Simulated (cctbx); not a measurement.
# What is wrong with this refinement?

Cell a = 4.4700 Å, b = 4.4700 Å, c = 16.3510 Å, α = 90.00°, β = 90.00°, γ = 90.00°; space group I4/mmm (no. 139).

Simulated single-crystal data (cctbx): Cu Kα, λ = 1.54184 Å, to d = 0.83 Å, 80 % of the full sphere, strongest reflection 5000 counts, noise from counting, a 6 % proportional error and a noise floor of 2 counts (s.d.); no absorption.

An isotropic refinement with weights 1/σ² prints:

```text
Rint 0.056, 118 unique reflections to 0.83 A
cycle     R1     wR2    GooF  max shift (A)
   1  0.6537  0.9103  28.575   0.07868
  12  0.0428  0.1696   5.324   0.96752
final R1 0.0433 wR2 0.1794 GooF 5.631  parameters 9  data/parameter 13.1
atom        x        y        z      Ueq    occ   su(xyz)  su(Uiso or U11)
Nd1    0.00000  0.00000  0.32095   0.0036  1.000  0.00019  0.0013
Sn1    0.50000  0.50000  0.37631   0.0032  1.000  0.00022  0.0013
Sc1    0.50000  0.00000  0.00000   0.0049  1.000  0.00000  0.0022
Sc2   -0.88762  0.38695  0.39869   1.0000  1.000  0.06853  0.0729
difference map: max 5.77 min -1.96 rms 0.80
Q1    0.0000  0.0000  0.3205    4    5.91  0.01 A from Nd1
Q2    0.0000  0.0000  0.1243    4    3.83  0.01 A from Sn1
Q3    0.0000  0.0000  0.5000    2    2.81  2.23 A from Sc1
Q4    0.0000  0.0000  0.2373    4    1.74  1.37 A from Nd1
Q5    0.0000  0.0000  0.1973    4    1.73  1.20 A from Sn1
Q6    0.0000  0.5000  0.0000    4    1.66  0.00 A from Sc1
```

Q: Accept it or mend it, and why?

Mend it. The fault: spurious atom: Sc2. Against the right model at the same level, R1 goes from 0.0135 to 0.0433 and GooF from 0.95 to 5.63, Sc2 takes U = the program's ceiling and the top difference peak, 5.9 e/Å³, lies on Nd1. A site with no density behind it hides by a very large U or drifts. The fit had not settled when the cycles ran out.

The compound is NdScSn. The right model at the same level gives:

```text
Rint 0.056, 118 unique reflections to 0.83 A
cycle     R1     wR2    GooF  max shift (A)
   1  0.1229  0.2610   8.045   0.01997
   2  0.0135  0.0309   0.953   0.00000
final R1 0.0135 wR2 0.0309 GooF 0.953  parameters 5  data/parameter 23.6
atom        x        y        z      Ueq    occ   su(xyz)  su(Uiso or U11)
Nd1    0.00000  0.00000  0.32098   0.0041  1.000  0.00003  0.0002
Sn1    0.50000  0.50000  0.37632   0.0037  1.000  0.00004  0.0002
Sc1    0.50000  0.00000  0.00000   0.0053  1.000  0.00000  0.0004
difference map: max 1.42 min -1.01 rms 0.18
Q1    0.0000  0.0000  0.5000    2    1.42  2.23 A from Sc1
Q2    0.0000  0.0000  0.1860    4    1.14  1.02 A from Sn1
Q3    0.0000  0.0000  0.2330    4    0.90  1.44 A from Nd1
Q4    0.0000  0.0000  0.4038    4    0.62  1.35 A from Nd1
Q5    0.0000  0.1884  0.2837   16    0.60  1.04 A from Nd1
Q6    0.0000  0.0000  0.3207    4    0.51  0.00 A from Nd1
```

This is a model crystal, built by substitution and not relaxed, with assumed displacement parameters.

[Middle refinement cycles are left out of these outputs.]

[Logs are printed without paths, hosts, clocks, repeated set-up lines and the standing remarks that a program may print on its own settings, such as how far it seeks lower states.]
